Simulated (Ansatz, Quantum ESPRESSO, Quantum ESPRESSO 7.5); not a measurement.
# 1T-SiO2, 1 layer in an electric field

Wanted: polarisability and gap of 1T-SiO2, 1 layer against a perpendicular field.

Program: Quantum ESPRESSO 7.5. Level of theory: plane-wave DFT, PBEsol, GBRV ultrasoft pseudopotentials (geometry and cross-check by Ansatz 0.2.0 with PAW datasets; geometry under PBE). Results are calculated unless marked as measured.

## 1. Set-up

The cell holds 3 atoms: 2 O and 1 Si. Cell: a = 2.422 Å, b = 2.422 Å, c = 18.859 Å, α = 90.0°, β = 90.0°, γ = 120.0°. It derives from SiO2. Vacuum lies along c.

This sheet is a model structure: its symmetry is held, and its stability is not tested here.

## 2. Relaxation with Ansatz

The geometry comes first, from a plane-wave PAW code, so that the later runs on this slab share one structure.

input.yaml reads:

```yaml
crystal:
  lattice:
    - [2.421797, 0.0, 0.0]
    - [-1.2108985, 2.0973377248, 0.0]
    - [0.0, 0.0, 18.8590399999]
  atoms:
    - { symbol: O, position: [0.6666666667, 0.3333333333, 0.4507122314] }
    - { symbol: Si, position: [0.0, 0.0, 0.5] }
    - { symbol: O, position: [0.3333333333, 0.6666666667, 0.5492877686] }
kpoints:
  mp_grid: { grid: [12, 12, 1] }
hamiltonian:
  xc: pbe
scf:
  occupations: { method: fermi_dirac, width: 0.05 }
  convergence: { dr2_threshold: 1.0e-08 }
efield:
  axis: 3
  dipole_correction: true
  ramp_position: 0.97
  ramp_width: 0.04
relax:
  f_tol: 0.01
  cell: { fix: [c, alpha, beta] }
output:
  write_potential: true
  write_density: true
  volumetric_format: npy
```

Launch:

```sh
> ansatz run input.yaml --threads 2 --pin off --max-ram 4096MiB --backend cpu --events-out ev --progress --plain --runs-dir out
```

Numbers of over 12 decimals in the logs are rounded to 6 here.

The program printed:

```text
Warning: relax.cell: scf.convergence.dr2_threshold = 1e-8 eV is looser than the 3e-10 eV advised for a relaxation that steers and ends on the stress (1e-10 eV for each atom of the cell: 3). What an SCF threshold leaves in a stress goes as its square root, and in the free energy as the threshold itself, and one threshold admits the most on a small cell: [figures from the program's tests cut] Set scf.convergence.dr2_threshold to 3e-10 eV or tighter. The threshold is an SCF's pass mark: one that does not reach it within its budget of iterations ends unconverged, or closes short of it on a stop that the run arms, and scf.convergence.dr2_threshold's page says what that costs each kind of run
Engine: ansatz 0.2.0, aarch64-unknown-linux-gnu
Pseudopotentials: kind: paw
Pseudopotential: O, paw, valence charge 6, recommended cutoff 420 eV (normal), O.paw.azcp
Pseudopotential: Si, paw, valence charge 4, recommended cutoff 420 eV (normal), Si.paw.azcp
Functional definition: PBE
  parameter kappa = 0.804
  parameter beta = 0.066725
  exchange = pbe_x(kappa = kappa, mu = beta*pi^2/3)
  correlation = pbe_c(beta = beta)
Crystal: 3 atoms, lattice volume = 95.791 Å³
Basis set: ecut = 420 eV, 1809 PW (Γ), exchange–correlation on 36×36×256 points (8 copies of the dense FFT grid, shifted against one another)
Bands: 12, of which v1, the nominal top of the filled ones, is band 8 counted from 1 (7 counted from 0)
Symmetry: 6 space group operations
k-points: 19 of 144 (time reversal used)
Non-local potential: O, projectors of the file, l = 0: 2, l = 1: 2, l = 2: 1
Non-local potential: Si, projectors of the file, l = 0: 2, l = 1: 2, l = 2: 2
PAW form: soft (Blöchl's): semilocal exchange-correlation on the pseudo side does not see the compensation charge
PAW one-centre angular grid: O, 110 points (default); XC on 64 Gauss nodes
PAW one-centre angular grid: Si, 110 points (default); XC on 64 Gauss nodes
Initial density: superposition of atomic densities (neutral atoms: chi_scale 0, normalization atom), corrected by the library's trained network
Initial wavefunctions: pseudopotential atomic-orbital guess
Functional: x = pbe(κ = 0.804, μ = 0.219515), c = pbe(β = 0.066725)
SCF iter   1: F=—  HF=-1771.558900 eV  |F-HF|=—  |Δ(HF+E_count)|=         —  Δρ=6.38e-3  dr2=3.11e-2  ethr=1.77e-3  p=0.000 e·Å  D=1.25e-4 V/Å  ΔV_dip=-0.00 eV  dr2_dipole=1.13e-8  V_vac-E_F(+/−)=5.27/5.27 eV  ⟨swp⟩=10.6  Hψ=2378  notcnv=0
efield: sawtooth ramp at fractional position 0.9700 (set: `efield.ramp_position`, or a place that a band, a saddle search or an elastic batch's reference lends), width 0.0400; the density the first Hamiltonian is built on has a dipole p = 0.000 e·Å; the dipole correction subtracts the counter field D = 1.25e-4 V/Å, which shifts the + side's vacuum level by -0.00 eV against the − side's; the planar-averaged density in the ramp window peaks in size at 3.2e-5 e/Å³
preconditioner: auto → none  [insulator: Δε(μ)=8.282 eV  Ē_g=19.869 eV  σ=0.050 eV  W_gap=1.00  n_scr=12 (ndim 8)  ℏωp=15.2 eV  f_vac=0.745  D(μ)=0.00/eV (n_scr^D=0)  ε∞_Penn≈1.6]
SCF iter   2: F=—  HF=-1771.549734 eV  |F-HF|=—  |Δ(HF+E_count)|=   9.17e-3  Δρ=1.90e-3  dr2=1.50e-3  ethr=1.94e-4  p=0.000 e·Å  D=2.15e-5 V/Å  ΔV_dip=-0.00 eV  dr2_dipole=2.07e-9  V_vac-E_F(+/−)=5.23/5.23 eV  ⟨swp⟩=3.7  Hψ=719  notcnv=0
SCF iter   3: F=—  HF=-1771.550405 eV  |F-HF|=—  |Δ(HF+E_count)|=   6.72e-4  Δρ=7.07e-4  dr2=2.18e-4  ethr=9.38e-6  p=0.000 e·Å  D=7.36e-5 V/Å  ΔV_dip=-0.00 eV  dr2_dipole=1.49e-8  V_vac-E_F(+/−)=5.07/5.07 eV  ⟨swp⟩=3.3  Hψ=458  notcnv=0
SCF iter   4: F=—  HF=-1771.550839 eV  |F-HF|=—  |Δ(HF+E_count)|=   4.33e-4  Δρ=8.10e-5  dr2=4.47e-6  ethr=1.36e-6  p=-0.000 e·Å  D=-1.68e-4 V/Å  ΔV_dip=0.00 eV  dr2_dipole=1.10e-7  V_vac-E_F(+/−)=4.93/4.92 eV  ⟨swp⟩=3.6  Hψ=498  notcnv=0
SCF iter   5: F=—  HF=-1771.550838 eV  |F-HF|=—  |Δ(HF+E_count)|=   1.09e-6  Δρ=6.05e-5  dr2=4.26e-6  ethr=2.80e-8  p=0.000 e·Å  D=2.87e-4 V/Å  ΔV_dip=-0.01 eV  dr2_dipole=3.69e-7  V_vac-E_F(+/−)=4.90/4.90 eV  ⟨swp⟩=3.6  Hψ=589  notcnv=0
SCF iter   6: F=—  HF=-1771.550838 eV  |F-HF|=—  |Δ(HF+E_count)|=   7.33e-8  Δρ=1.64e-5  dr2=3.26e-7  ethr=2.66e-8  p=-0.000 e·Å  D=-9.70e-5 V/Å  ΔV_dip=0.00 eV  dr2_dipole=3.56e-8  V_vac-E_F(+/−)=4.89/4.89 eV  ⟨swp⟩=3.1  Hψ=429  notcnv=0
SCF iter   7: F=-1771.550838 eV  HF=-1771.550838 eV  |F-HF|=1.05e-8  |Δ(HF+E_count)|=   1.30e-8  Δρ=5.34e-6  dr2=8.61e-9  ethr=6.25e-11  p=-0.000 e·Å  D=-6.73e-6 V/Å  ΔV_dip=0.00 eV  dr2_dipole=1.74e-12  V_vac-E_F(+/−)=4.89/4.89 eV  ⟨swp⟩=11.0  Hψ=2099  notcnv=0
SCF 1 converged in 7 iterations: F = -1771.550838 eV  dr2 = 8.61e-9
  greatest PAW one-centre occupation: 0.877 electrons in one spin orbital (limit 2), on the O atom at site 2 (counted from 0), in its partial waves of l = 0
relax step   1: F+E_penalty+E_count = -1771.55083766 eV  Δ(F+E_penalty+E_count) = +0.000e0 eV  max|allowed force component| = 2.429e0 eV/Å  Δτ_max = 0.0000 Å  P = +20.557 GPa  Ω = 95.791 Å³  fix = [c, alpha, beta]  reactions: c +7.551 GPa  (7 SCF iters, accepted)
Crystal: 3 atoms, lattice volume = 103.483 Å³
Basis set: ecut = 420 eV, 2025 PW (Γ), exchange–correlation on 36×36×256 points (8 copies of the dense FFT grid, shifted against one another)
Initial density: handed on by an earlier stage of this run
Initial wavefunctions: those handed on with the density
iter 1 solved again at ethr=4.98e-4 eV; its pass at ethr=3.10e-3 eV (dr2=7.98e-2 eV) is discarded
SCF iter   1: F=—  HF=-1772.518436 eV  |F-HF|=—  |Δ(HF+E_count)|=         —  Δρ=9.37e-3  dr2=7.85e-2  ethr=4.98e-4  p=-0.000 e·Å  D=-7.32e-6 V/Å  ΔV_dip=0.00 eV  dr2_dipole=6.12e-12  V_vac-E_F(+/−)=4.51/4.51 eV  ⟨swp⟩=1.5  Hψ=2206  notcnv=0
efield: sawtooth ramp at fractional position 0.9700 (set: `efield.ramp_position`, or a place that a band, a saddle search or an elastic batch's reference lends), width 0.0400; the density the first Hamiltonian is built on has a dipole p = -0.000 e·Å; the dipole correction subtracts the counter field D = -7.32e-6 V/Å, which shifts the + side's vacuum level by +0.00 eV against the − side's; the planar-averaged density in the ramp window peaks in size at 6.1e-6 e/Å³
preconditioner: auto → none  [insulator: Δε(μ)=8.089 eV  Ē_g=19.062 eV  σ=0.050 eV  W_gap=1.00  n_scr=10 (ndim 8)  ℏωp=14.6 eV  f_vac=0.745  D(μ)=0.00/eV (n_scr^D=0)  ε∞_Penn≈1.6]
[...]
relax step   9: F+E_penalty+E_count = -1773.14542701 eV  Δ(F+E_penalty+E_count) = -8.085e-5 eV  max|allowed force component| = 6.208e-4 eV/Å  Δτ_max = 0.0007 Å  P = +0.002 GPa  Ω = 118.885 Å³  energy of the carried Pulay correction = -3.201e-3 eV  fix = [c, alpha, beta]  reactions: c +0.006 GPa  (4 SCF iters, accepted)
Basis set: ecut = 420 eV, 2385 PW (Γ), exchange–correlation on 40×40×256 points (8 copies of the dense FFT grid, shifted against one another)
iter 1 solved again at ethr=2.62e-7 eV; its pass at ethr=3.10e-3 eV (dr2=4.19e-5 eV) is discarded
SCF iter   1: F=—  HF=-1773.148051 eV  |F-HF|=—  |Δ(HF+E_count)|=         —  Δρ=1.24e-4  dr2=1.86e-6  ethr=2.62e-7  p=-0.000 e·Å  D=-6.97e-6 V/Å  ΔV_dip=0.00 eV  dr2_dipole=5.95e-12  V_vac-E_F(+/−)=5.59/5.59 eV  ⟨swp⟩=4.3  Hψ=3096  notcnv=0
efield: sawtooth ramp at fractional position 0.9700 (set: `efield.ramp_position`, or a place that a band, a saddle search or an elastic batch's reference lends), width 0.0400; the density the first Hamiltonian is built on has a dipole p = -0.000 e·Å; the dipole correction subtracts the counter field D = -6.97e-6 V/Å, which shifts the + side's vacuum level by +0.00 eV against the − side's; the planar-averaged density in the ramp window peaks in size at 6.1e-6 e/Å³
preconditioner: auto → none  [insulator: Δε(μ)=6.602 eV  Ē_g=17.760 eV  σ=0.050 eV  W_gap=1.00  n_scr=10 (ndim 8)  ℏωp=13.6 eV  f_vac=0.740  D(μ)=0.00/eV (n_scr^D=0)  ε∞_Penn≈1.6]
SCF iter   2: F=—  HF=-1773.148437 eV  |F-HF|=—  |Δ(HF+E_count)|=   3.86e-4  Δρ=5.90e-5  dr2=5.00e-7  ethr=1.16e-8  p=-0.000 e·Å  D=-4.85e-6 V/Å  ΔV_dip=0.00 eV  dr2_dipole=8.48e-12  V_vac-E_F(+/−)=5.59/5.59 eV  ⟨swp⟩=2.8  Hψ=478  notcnv=0
SCF iter   3: F=—  HF=-1773.148627 eV  |F-HF|=—  |Δ(HF+E_count)|=   1.90e-4  Δρ=2.12e-5  dr2=1.20e-7  ethr=3.13e-9  p=-0.000 e·Å  D=-8.74e-6 V/Å  ΔV_dip=0.00 eV  dr2_dipole=4.18e-11  V_vac-E_F(+/−)=5.59/5.59 eV  ⟨swp⟩=3.2  Hψ=510  notcnv=0
iter 4 met the thresholds in force, and the SCF goes on: an eigenvalue changes by 10.77 meV, over its tolerance of 3.16 meV (output.eigenvalues, Limitations)
SCF iter   4: F=-1773.148670 eV  HF=-1773.148668 eV  |F-HF|=1.24e-6  |Δ(HF+E_count)|=   4.15e-5  Δρ=2.09e-6  dr2=1.98e-9  ethr=6.25e-11  p=-0.000 e·Å  D=-3.31e-6 V/Å  ΔV_dip=0.00 eV  dr2_dipole=4.57e-11  V_vac-E_F(+/−)=5.59/5.59 eV  ⟨swp⟩=14.3  Hψ=2501  notcnv=0
iter 5 met the thresholds in force, and the SCF goes on: an eigenvalue changes by 11.20 meV, over its tolerance of 3.16 meV (output.eigenvalues, Limitations)
SCF iter   5: F=-1773.148670 eV  HF=-1773.148670 eV  |F-HF|=1.71e-7  |Δ(HF+E_count)|=   1.07e-6  Δρ=9.35e-7  dr2=8.88e-10  ethr=1.24e-11  p=-0.000 e·Å  D=-9.56e-6 V/Å  ΔV_dip=0.00 eV  dr2_dipole=7.25e-11  V_vac-E_F(+/−)=5.59/5.59 eV  ⟨swp⟩=10.7  Hψ=1980  notcnv=0
Mixer restart at iter 5: flushing history
SCF iter   6: F=-1773.148670 eV  HF=-1773.148670 eV  |F-HF|=8.33e-9  |Δ(HF+E_count)|=   1.74e-7  Δρ=2.19e-6  dr2=7.96e-9  ethr=5.55e-12  p=0.000 e·Å  D=5.30e-6 V/Å  ΔV_dip=-0.00 eV  dr2_dipole=7.77e-10  V_vac-E_F(+/−)=5.59/5.59 eV  ⟨swp⟩=9.5  Hψ=1952  notcnv=0
SCF 10 converged in 6 iterations: F = -1773.148670 eV  dr2 = 7.96e-9
  greatest PAW one-centre occupation: 0.866 electrons in one spin orbital (limit 2), on the O atom at site 2 (counted from 0), in its partial waves of l = 0
relax step  10: F+E_penalty+E_count = -1773.14866973 eV  Δ(F+E_penalty+E_count) = -3.243e-3 eV  max|allowed force component| = 6.601e-4 eV/Å  Δτ_max = 0.0000 Å  P = +0.012 GPa  Ω = 118.885 Å³  fix = [c, alpha, beta]  reactions: c -0.000 GPa  stress off target by 1.82e-2 GPa on what of the cell is left free  SCF on the basis re-selected at this cell (its energy is not comparable with the rows above)  (6 SCF iters)
basis re-selected at this cell: Δ(F+E_penalty+E_count) = -3.243e-3 eV, ΔP = +0.011 GPa vs the last step (what re-selecting the basis moved, of the pressure what is left beyond the Pulay correction that the steps carried, after the strain that the cell walked since its last selection, with what the two solves' SCF thresholds leave and, on support functions, any second-order correction that the steps lacked; it is no measure of the basis error at this ecutwfc). The dense FFT grid was sized anew with the basis: this SCF ran on 20×20×128 points, the steps before it on 18×18×128, so part of this shift can come from that change (see relax.cell in the input reference). [rest of the remark cut]
WARN: The output density's exchange-correlation potential varies sharply where the density is thin. Do not read a vacuum level from v_tot or v_xc, or from such a field of the output density. On a cell that repeats whose density bears no net charge and no dipole along the vacuum's axis use v_es (v_loc + v_h of the components); under efield.dipole_correction with no amplitude use v_es + v_field, which holds any externa [...]
SCF converged after 6 iterations
an eigenvalue changed by more than its tolerance at an iteration that met the thresholds in force, so the SCF went on 2 times, its first undamped step at iteration 5: the last check found none over its tolerance
Free energy (F): -1773.148670 eV
Harris-Foulkes:  -1773.148670 eV  (|F-HF|=8.33e-9)
Internal energy: -1773.148670 eV  (E = F + TS)
E sigma→0 (E₀):  -1773.148670 eV
Fermi energy:    -2.041350 eV
Dipole field:    D = -0.000043 V/Å  (p = -0.000028 e·Å, saw-weighted, corrected)
Work function:   Φ+ = 5.5916 eV   Φ− = 5.5908 eV
Levels:          The Fermi level and band energies are counted from a zero that moves with the ramp; work functions are not
--- Per-component energies (eV) ---
  E_band       = -197.284256
  E_kinetic    = 403.971398
  E_local      = -8653.669729  (includes V_loc(G=0)·N_el)
  E_nonlocal   = 117.825875
  E_hartree    = 4124.476676
  E_xc         = -205.704233
  E_vxc        = -239.310404  (∫ρ·V_xc dr)
  E_paw        = -829.784811  (= ΣΔE_a)
  E_vpaw       = -75.059683  (= ΣTr[D̂ρ^β])
  E_aug_tail   = 0.005039  (compensation charges beyond the density's cutoff)
  E_efield     = 0.000000  (sawtooth field / dipole correction)
  E_vefield    = 0.000131  (∫n·V_field dr)
  E_ewald      = 3269.731114
  E_smearing   = -0.000000  (= −TS)
  E_closure    = -0.000000  (closes the sum)
  Σ components = -1773.148670   (vs F -1773.148670, Δ=0.00e0)
--- Forces (eV/Å), atoms counted from 1 ---
  atom   1  O      0.00000000    -0.00000000    -0.00049429
  atom   2  Si     0.00000000     0.00000000    -0.00016056
  atom   3  O      0.00000000     0.00000000     0.00066265
  max |Σ_I F_I| component: 7.81e-6 eV/Å
--- Stress (GPa, compression-positive) ---
        0.018213       0.000000      -0.000000
        0.000000       0.018213       0.000000
        0.000000       0.000000      -0.000027
  P = ⅓ Tr σ = 0.0121 GPa (0.121 kbar)
--- Band table (eV; the first three rows and the last of 19) ---
  k-point 0: bands = [... 4 lower, -7.3449, -6.2878, -6.2878, -5.9914, 1.1803, 2.9639, 3.3938, 3.4025]
  k-point 1: bands = [... 4 lower, -7.5248, -6.6705, -6.2682, -5.7362, 1.6112, 3.2323, 3.5811, 3.6762]
  k-point 2: bands = [... 4 lower, -7.9312, -7.4722, -6.2881, -5.4968, 2.5527, 3.7660, 4.0820, 4.4431]
  k-point 18: bands = [... 4 lower, -10.9106, -9.3045, -6.0203, -6.0202, 5.1599, 8.4698, 8.5954, 8.5954]
--- Relaxed structure (8 steps of the walk, 8 accepted, 2 SCFs on fresh bases) ---
  F+E_penalty+E_count = -1773.14866973 eV   max|allowed force component| = 6.601e-4 eV/Å   (the final SCF, on the basis selected at the relaxed cell)
  cell:  # Å, volume = 118.8847 Å³
    - [2.697974, 0, 0]
    - [-1.348987, 2.336514, 0]
    - [0, 0, 18.8590399999]
  atoms:
    - { symbol: O, position: [0.666667, 0.333333, 0.451439] }
    - { symbol: Si, position: [0, 0, 0.500000] }
    - { symbol: O, position: [0.333333, 0.666667, 0.548561] }
```

The job ended after 15 s (2 threads of Arm Neoverse V2, shared host; peak memory 0.37 GiB).

The steps of the relaxation:

```csv
step,energy less that of the first step (eV),largest force component (eV/Å),pressure (GPa),volume (Å³)
1,0.0000,2.4289,20.56,95.79
2,-0.9397,1.5596,11.24,103.48
3,-1.4525,0.4388,2.17,113.58
4,-1.4776,0.1013,0.19,116.16
5,-1.4779,0.0030,-0.18,116.56
6*,-1.5869,0.0407,1.07,116.56
7,-1.5949,0.0038,0.17,118.48
8,-1.5945,0.0156,0.01,118.93
9,-1.5946,0.0006,0.00,118.88
10*,-1.5978,0.0007,0.01,118.88
```

Relaxation steps marked * repeat the geometry before them on a plane-wave basis chosen anew for their cell, so energy and pressure can jump there.

```csv
cell as run,before,after,change
a (Å),2.422,2.698,+11.4 %
b (Å),2.422,2.698,+11.4 %
```

The atoms that moved most (Å, along periodic axes as changes of fractional coordinates times the final cell, across vacuum about the mean position):

```csv
atom,dx,dy,dz,length
O3,0.000,0.000,-0.014,0.014
O1,0.000,0.000,0.014,0.014
```

Final coordinates:

```xyz
3
Lattice="2.6980 0.0000 0.0000 -1.3490 2.3365 0.0000 0.0000 0.0000 18.8590" Properties=species:S:1:pos:R:3
O     1.3490    0.7788    8.5137
Si    0.0000    0.0000    9.4295
O     0.0000    1.5577   10.3453
```

Numbers from this step:

- free energy: -1773.1487 eV
- Fermi energy: -2.041 eV
- gap by band count: 6.602 eV
- symmetry operations: 6
- dipole along the normal: -2.85e-5 e·Å
- vacuum level at the upper face over a Fermi level inside the gap: 5.592 eV
- vacuum level at the lower face over a Fermi level inside the gap: 5.591 eV

(Continued in part 2 of 6.)

[Logs are printed without paths, hosts, clocks, repeated set-up lines and the standing remarks that a program may print on its own settings, such as how far it seeks lower states.]

[Hosts, paths, dates, database ids (printed as entryN), source tags and the programs' standing remarks are cut or masked in the printed files.]

[Maps of the electrostatic potential energy from Ansatz leave out the sawtooth potential of an applied field or a dipole correction, so their vacuum need not be flat; planar profiles and work functions include it.]
